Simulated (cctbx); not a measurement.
# Diagnosing a refinement

Cell a = 8.0690 Å, b = 8.0690 Å, c = 13.0860 Å, α = 90.00°, β = 90.00°, γ = 90.00°; space group I4/mcm (no. 140).

Simulated single-crystal data (cctbx): Mo Kα, λ = 0.71073 Å, to d = 0.8 Å, 50 % of the full sphere, strongest reflection 20000 counts, noise from counting, a 2 % proportional error and a noise floor of 8 counts (s.d.); no absorption, and some extinction, which the refinements don't model.

An anisotropic refinement with weights 1/σ² prints:

```text
Rint 0.024, 254 unique reflections to 0.80 A
cycle     R1     wR2    GooF  max shift (A)
   1  0.3788  0.6750  36.876   0.01951
   3  0.3633  0.6431  35.133   0.00012
final R1 0.3633 wR2 0.6431 GooF 35.133  parameters 12  data/parameter 21.2
atom        x        y        z      Ueq    occ   su(xyz)  su(Uiso or U11)
Au1    0.13568  0.36432  0.00000  -0.0076  1.000  0.00101  0.0044  NPD
Ho1    0.50000  0.50000  0.25000   0.0086  1.000  0.00000  0.0069  NPD
Dy1    0.34645  0.15355  0.14068  -0.0049  1.000  0.00099  0.0041  NPD
difference map: max 319.09 min -32.79 rms 11.61
Q1    0.0000  0.0000  0.0000    4  319.09  3.14 A from Au1
Q2    0.0000  0.0000  0.2500    4  132.97  0.00 A from Ho1
Q3    0.1552  0.3448  0.3667   16   89.84  0.10 A from Dy1
Q4    0.1328  0.3672  0.0000    8   80.78  0.03 A from Au1
Q5    0.1240  0.3760  0.2526   16   29.65  1.44 A from Dy1
Q6    0.1002  0.1002  0.0311   32   23.63  2.19 A from Au1
```

**Question.** Can this result stand? If not, what is the likely fault?

Mend it. The fault: an atom left out, Tb at (0, 0, 0). Against the right model at the same level, R1 goes from 0.0097 to 0.3633 and GooF from 1.02 to 35.13, the top difference peak, 319.1 e/Å³, lies 3.14 Å from Au1 and Au1, Ho1 and Dy1 go non-positive-definite. Q1 is the missing atom. With scattering power missing, scale and phases suffer, so peaks may also grow on the heavy atoms.

The compound is TbDy4HoAu2. The right model at the same level gives:

```text
Rint 0.024, 254 unique reflections to 0.80 A
cycle     R1     wR2    GooF  max shift (A)
   1  0.0104  0.0200   1.096   0.00016
   2  0.0097  0.0187   1.024   0.00000
final R1 0.0097 wR2 0.0187 GooF 1.024  parameters 14  data/parameter 18.1
atom        x        y        z      Ueq    occ   su(xyz)  su(Uiso or U11)
Au1    0.13514  0.36486  0.00000   0.0032  1.000  0.00003  0.0001
Ho1    0.50000  0.50000  0.25000   0.0031  1.000  0.00000  0.0002
Dy1    0.34682  0.15318  0.13912   0.0027  1.000  0.00002  0.0001
Tb1    0.00000  0.00000  0.00000   0.0029  1.000  0.00000  0.0002
difference map: max 1.47 min -1.55 rms 0.26
Q1    0.0470  0.4530  0.5000    8    1.52  1.63 A from Au1
Q2    0.2018  0.2982  0.5000    8    1.05  1.86 A from Au1
Q3    0.0000  0.5000  0.1865    8    0.86  1.85 A from Dy1
Q4    0.0201  0.2174  0.0000   16    0.72  1.51 A from Au1
Q5    0.1277  0.2436  0.1479   32    0.72  1.92 A from Dy1
Q6    0.0620  0.4380  0.3696   16    0.70  1.05 A from Dy1
```

Isotropic U is held between 0.0001 and 1 Å² by the program, and listed peak heights are interpolated, so they can pass the grid's maximum.

This is a model crystal, built by substitution and not relaxed, with assumed displacement parameters.

[Middle refinement cycles are left out of these outputs.]

[Logs are printed without paths, hosts, clocks, repeated set-up lines and the standing remarks that a program may print on its own settings, such as how far it seeks lower states.]
